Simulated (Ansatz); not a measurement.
## Neighbourhoods of single atoms in glassy 58SiO2-11Na2O-13BaO-18CaO (mol %) (102 atoms)

Density of this cell: 3.06 g/cm³. The cell holds 102 atoms: 22 Si, 8 Na, 5 Ba, 7 Ca and 60 O. Its edges and angles: a = 11.396 Å, b = 11.396 Å, c = 11.396 Å, α = 90.0°, β = 90.0°, γ = 90.0°. 102 atoms (22 Si, 8 Na, 5 Ba, 7 Ca, 60 O) placed at random at 3.02 g/cm³, melted at 4000 K for 10 ps at fixed volume with the Morse and Coulomb pair potential with partial charges (Pedone, Malavasi, Menziani, Cormack and Segre, J. Phys. Chem. B 110, 11780 (2006)). Quenched from 4000 K to 300 K at 50 K/ps and fixed volume, held 10 ps at zero pressure.

Computed with Ansatz 0.2.0: Kohn-Sham DFT, PBE, PAW (set soft_2), plane waves; cutoff 420 eV, Γ point, fermi-dirac smearing of 0.078 eV. Geometry: the geometry as built.

The whole cell was solved; only parts of it are printed.

Local excerpt of 50 atoms (numbers count through the whole input) about O55, which bears the longest force; x, y, z are measured from there.

```csv
atom,x,y,z,distance (Å),bonds,Fx,Fy,Fz (eV/Å)
O55,0.00,0.00,0.00,0.00,3,7.27,-2.31,1.31
Si6,-1.42,0.28,-0.18,1.46,4,-3.89,3.37,1.21
Ca40,2.25,0.10,0.45,2.29,6,-0.45,1.13,0.00
O91,-1.89,0.57,-1.61,2.55,3,-1.43,0.86,-4.39
O66,-1.82,1.80,0.61,2.63,3,-0.81,-0.75,1.05
O86,-2.59,-0.70,0.39,2.71,4,-0.90,-0.22,-0.36
Na27,1.53,-2.30,-0.01,2.76,5,-1.15,-1.14,-0.07
O85,1.16,0.16,2.73,2.97,3,0.37,0.84,-0.33
O96,-0.44,-1.97,2.48,3.20,2,-0.61,-0.40,-1.24
O80,2.04,2.06,-1.36,3.20,3,1.18,-1.66,-0.87
O71,-0.50,-2.35,-2.17,3.24,2,-0.79,1.35,-0.35
O46,-0.29,3.15,-0.98,3.32,3,-1.49,-0.47,-1.21
O65,1.83,-1.33,-2.44,3.32,3,2.83,0.63,1.86
O101,-0.75,-3.33,0.28,3.43,3,1.65,0.66,2.12
Si20,1.28,3.22,-0.56,3.51,4,-1.52,-0.18,0.94
O44,1.48,3.15,1.00,3.62,3,0.56,-0.82,1.64
Si3,0.42,-1.05,3.51,3.68,4,3.60,-0.72,-1.45
Si5,0.58,-1.75,-3.22,3.71,4,-1.22,-0.84,-1.37
Si9,-1.76,3.31,-0.02,3.75,4,3.33,-2.52,-0.92
Ca38,-0.86,2.01,-3.06,3.76,5,-0.54,-0.51,1.26
Si14,-0.99,-3.52,-1.23,3.86,4,-0.45,-2.60,-2.36
Si2,-1.20,-3.23,1.81,3.89,4,0.02,3.50,0.16
Si22,-3.40,-1.33,1.61,3.99,4,-2.06,0.73,0.75
Na29,-3.33,-1.26,-2.01,4.09,5,0.62,-0.50,0.00
O83,-0.15,-0.57,-4.13,4.17,3,1.44,-0.84,1.53
O97,3.91,0.17,-1.48,4.18,4,1.53,-2.83,2.76
Si21,3.30,1.31,-2.29,4.23,4,-2.24,2.74,-1.99
O93,-2.72,-2.74,1.83,4.28,3,-1.10,-2.63,-0.10
O73,3.74,-2.18,0.74,4.39,5,-1.56,-0.78,-1.96
Ca39,2.94,1.97,2.70,4.45,6,0.31,0.46,0.82
O95,-3.34,-0.69,3.06,4.58,4,-0.68,1.25,0.40
O82,4.36,0.20,1.57,4.63,5,-0.65,1.51,-0.52
Ba34,-2.20,2.15,3.48,4.64,5,-0.40,-0.55,-1.00
O76,-2.59,-3.65,-1.43,4.70,3,0.50,1.52,-0.94
O60,-1.43,4.38,0.97,4.71,2,0.59,2.45,3.45
O69,-0.53,-0.57,4.68,4.74,2,-1.91,0.84,1.34
O74,-2.95,3.60,-1.01,4.76,2,-1.91,-0.57,-0.39
Ca36,3.85,-2.33,-1.69,4.80,5,-0.46,0.39,0.07
O47,1.48,-2.12,4.09,4.84,4,0.83,0.26,0.93
O68,2.26,-4.09,-1.32,4.85,4,1.81,0.70,1.62
O59,2.85,1.08,-3.77,4.85,3,-0.84,-0.78,-2.10
O70,1.72,4.71,-0.96,5.11,3,0.97,1.66,-1.51
O102,-0.20,-4.86,-1.65,5.13,2,0.90,-1.58,-0.52
Ba33,-5.03,1.04,-0.56,5.17,7,-0.22,0.67,-0.05
Ca41,0.32,4.53,2.48,5.17,6,0.76,0.58,-1.17
Si18,4.81,-1.34,1.57,5.23,4,-0.16,-0.43,1.51
O75,0.96,-3.02,-4.23,5.28,3,-0.92,0.30,-1.28
O58,-0.90,-4.49,2.64,5.29,4,1.23,-2.60,0.46
O89,-5.05,-1.39,0.97,5.33,3,2.86,0.24,-0.72
Si12,-1.14,-0.08,-5.29,5.41,4,1.68,1.28,-1.29
```

The column of bonds counts only the pairs O-Si within 2.12 Å, O-Na within 2.88 Å, O-Ca within 2.98 Å, O-Ba within 3.29 Å; other neighbours, such as metal atoms beside each other in a compound, aren't counted, and periodic images can show an atom twice.

A closer look about Ba33, one of the 5 Ba atoms: 46 atoms, nearest first, numbered in the order of the input, with positions taken from that point.

```csv
atom,x,y,z,distance (Å),bonds,Fx,Fy,Fz (eV/Å)
Ba33,0.00,0.00,0.00,0.00,7,-0.22,0.67,-0.05
O97,-2.45,-0.87,-0.92,2.76,4,1.53,-2.83,2.76
O89,-0.02,-2.43,1.54,2.87,3,2.86,0.24,-0.72
O64,0.44,-1.05,-2.81,3.04,4,0.00,0.77,1.91
O82,-2.01,-0.84,2.13,3.05,5,-0.65,1.51,-0.52
O87,0.37,0.87,2.93,3.08,4,1.38,-1.15,0.46
O57,-2.00,1.49,-1.91,3.14,4,1.85,0.84,0.48
O86,2.44,-1.74,0.95,3.15,4,-0.90,-0.22,-0.36
Na29,1.70,-2.30,-1.45,3.21,5,0.62,-0.50,0.00
O74,2.08,2.56,-0.45,3.33,2,-1.91,-0.57,-0.39
O91,3.14,-0.47,-1.05,3.35,3,-1.43,0.86,-4.39
O66,3.21,0.76,1.17,3.50,3,-0.81,-0.75,1.05
O77,0.37,2.41,-2.52,3.50,3,1.29,-0.79,0.79
Si21,-3.06,0.28,-1.73,3.53,4,-2.24,2.74,-1.99
Si18,-1.55,-2.38,2.13,3.55,4,-0.16,-0.43,1.51
Si22,1.63,-2.37,2.17,3.60,4,-2.06,0.73,0.75
Si6,3.61,-0.76,0.38,3.71,4,-3.89,3.37,1.21
Si7,-0.45,2.21,3.11,3.84,4,-0.73,2.49,-0.10
O56,-1.88,2.31,2.44,3.85,3,-1.25,-0.31,-0.27
O51,0.39,3.29,2.17,3.96,2,0.91,-1.05,-0.61
Si15,-1.22,2.79,-2.54,3.96,4,-0.06,-1.58,-0.76
Si9,3.27,2.27,0.54,4.02,4,3.33,-2.52,-0.92
Si1,1.69,3.20,-1.86,4.07,4,-0.45,-1.71,-1.95
Na26,-0.72,0.42,-4.24,4.32,6,-0.18,0.24,0.25
Ca37,-0.42,-0.75,4.24,4.33,6,-0.74,-0.21,-0.16
Ca40,-4.12,-0.94,1.01,4.34,6,-0.45,1.13,0.00
O95,1.69,-1.72,3.62,4.35,4,-0.68,1.25,0.40
Ca36,-2.52,-3.37,-1.13,4.35,5,-0.46,0.39,0.07
O73,-2.63,-3.22,1.31,4.36,5,-1.56,-0.78,-1.96
O80,-4.33,1.03,-0.80,4.52,3,1.18,-1.66,-0.87
Si16,0.91,-2.02,-3.99,4.57,4,0.47,-0.74,2.23
O98,-1.52,4.02,-1.70,4.62,3,-1.03,3.54,1.61
O100,-0.27,-4.57,-0.96,4.67,3,-1.73,1.19,-0.56
O59,-3.51,0.04,-3.21,4.76,3,-0.84,-0.78,-2.10
Ca39,-3.43,0.93,3.26,4.83,6,0.31,0.46,0.82
O48,-1.41,-2.87,3.66,4.86,5,-0.24,-0.11,1.18
Ca38,4.17,0.97,-2.50,4.96,5,-0.54,-0.51,1.26
O93,2.31,-3.78,2.39,5.03,3,-1.10,-2.63,-0.10
Ba34,2.83,1.11,4.04,5.06,5,-0.40,-0.55,-1.00
O92,2.90,3.04,-2.87,5.09,4,1.08,-0.17,-0.74
O61,1.15,4.69,-1.71,5.12,4,-0.56,3.11,0.16
O60,3.61,3.34,1.54,5.15,2,0.59,2.45,3.45
O79,0.92,-3.59,-3.58,5.16,5,-0.16,-1.37,-0.06
O55,5.03,-1.04,0.56,5.17,3,7.27,-2.31,1.31
O46,4.74,2.12,-0.42,5.21,3,-1.49,-0.47,-1.21
O88,-1.48,2.92,-4.15,5.28,4,-0.78,-0.95,-1.36
```

The column of bonds counts only the pairs O-Si within 2.12 Å, O-Na within 2.88 Å, O-Ca within 2.98 Å, O-Ba within 3.29 Å; other neighbours, such as metal atoms beside each other in a compound, aren't counted, and periodic images can show an atom twice.

Local excerpt of 46 atoms (numbers count through the whole input) about Si5, picked at random; x, y, z are measured from there.

```csv
atom,x,y,z,distance (Å),bonds,Fx,Fy,Fz (eV/Å)
Si5,0.00,0.00,0.00,0.00,4,-1.22,-0.84,-1.37
O65,1.24,0.42,0.78,1.53,3,2.83,0.63,1.86
O71,-1.09,-0.60,1.05,1.63,2,-0.79,1.35,-0.35
O83,-0.73,1.18,-0.91,1.66,3,1.44,-0.84,1.53
O75,0.37,-1.27,-1.01,1.67,3,-0.92,0.30,-1.28
Si14,-1.58,-1.77,1.99,3.09,4,-0.45,-2.60,-2.36
Si8,1.49,-2.46,-1.34,3.17,4,-0.47,0.35,-0.13
Si12,-1.73,1.67,-2.07,3.17,4,1.68,1.28,-1.29
Na27,0.95,-0.55,3.21,3.39,5,-1.15,-1.14,-0.07
O68,1.68,-2.34,1.90,3.45,4,1.81,0.70,1.62
O102,-0.78,-3.11,1.57,3.57,2,0.90,-1.58,-0.52
O49,2.90,-1.77,-1.24,3.61,3,2.52,0.77,0.64
Na28,-0.71,-1.73,-3.12,3.64,5,0.49,0.41,-0.13
Ca36,3.26,-0.58,1.53,3.65,5,-0.46,0.39,0.07
O59,2.27,2.83,-0.55,3.67,3,-0.84,-0.78,-2.10
O63,1.12,-3.52,-0.20,3.69,2,-0.03,-2.89,-1.05
O55,-0.58,1.75,3.22,3.71,3,7.27,-2.31,1.31
O91,-2.47,2.32,1.61,3.75,3,-1.43,0.86,-4.39
O94,-3.13,1.12,-1.74,3.75,2,-2.31,-1.13,-0.26
Ba31,2.84,0.79,-2.41,3.81,6,-0.61,0.36,-0.31
O69,-1.12,1.18,-3.50,3.86,2,-1.91,0.84,1.34
Si11,0.86,-3.59,1.36,3.94,4,-2.41,2.36,1.29
Ca38,-1.44,3.76,0.16,4.03,5,-0.54,-0.51,1.26
O101,-1.34,-1.58,3.50,4.07,3,1.65,0.66,2.12
O76,-3.18,-1.90,1.79,4.11,3,0.50,1.52,-0.94
Na29,-3.91,0.49,1.21,4.12,5,0.62,-0.50,0.00
Si6,-2.01,2.03,3.04,4.17,4,-3.89,3.37,1.21
O47,0.90,-0.37,-4.08,4.20,4,0.83,0.26,0.93
Si21,2.72,3.06,0.93,4.20,4,-2.24,2.74,-1.99
O97,3.33,1.92,1.74,4.22,4,1.53,-2.83,2.76
O53,-1.75,3.28,-2.03,4.24,4,0.08,1.15,-0.43
O52,1.24,-3.22,-2.77,4.43,3,-1.18,0.66,1.08
Ca40,1.66,1.85,3.67,4.43,6,-0.45,1.13,0.00
O80,1.45,3.81,1.86,4.49,3,1.18,-1.66,-0.87
Na24,-3.44,-2.99,-1.16,4.70,5,0.13,0.07,-0.26
Si3,-0.17,0.70,-4.67,4.73,4,3.60,-0.72,-1.45
O79,-4.70,-0.81,-0.93,4.86,5,-0.16,-1.37,-0.06
O86,-3.17,1.05,3.61,4.91,4,-0.90,-0.22,-0.36
Si16,-4.70,0.77,-1.34,4.95,4,0.47,-0.74,2.23
O43,-2.69,-2.55,-3.29,4.96,4,-0.33,0.80,1.87
O73,3.15,-0.43,3.96,5.08,5,-1.56,-0.78,-1.96
Na25,2.20,4.15,-2.45,5.30,4,-0.27,0.76,0.70
O46,-0.87,4.90,2.24,5.46,3,-1.49,-0.47,-1.21
O64,-5.18,1.74,-0.16,5.46,4,0.00,0.77,1.91
Si2,-1.78,-1.48,5.02,5.53,4,0.02,3.50,0.16
O70,1.13,-4.93,2.25,5.54,3,0.97,1.66,-1.51
```

The column of bonds counts only the pairs O-Si within 2.12 Å, O-Na within 2.88 Å, O-Ca within 2.98 Å, O-Ba within 3.29 Å; other neighbours, such as metal atoms beside each other in a compound, aren't counted, and periodic images can show an atom twice.

Length of the force by element:

```csv
element,coordination,atoms,mean length of the force (eV/Å),spread,least,most
Ba,all,5,0.910,0.178,0.708,1.22
Ca,all,7,1.18,0.368,0.612,1.67
Na,all,8,0.728,0.429,0.224,1.62
O,all,60,2.37,1.23,0.438,7.74
Si,all,22,2.77,1.13,0.599,5.29
```

The quench rate of 50 K/ps is many orders above laboratory rates, so the cell is likely richer in defects and strain than a real sample. The force components of 1.5 eV/Å r.m.s. hold both thermal displacement and the mismatch between the potential that made the cell and DFT. The network of bonds at the start is that of the classical potential that made the cell, and needn't be the one that DFT or experiment would give. Only the Γ point is sampled, in a cell whose shortest periodic width is 11 Å.

[Logs are printed without paths, hosts, clocks, repeated set-up lines and the standing remarks that a program may print on its own settings, such as how far it seeks lower states.]

[Hosts, paths, dates, database ids (printed as entryN), source tags and the programs' standing remarks are cut or masked in the printed files.]
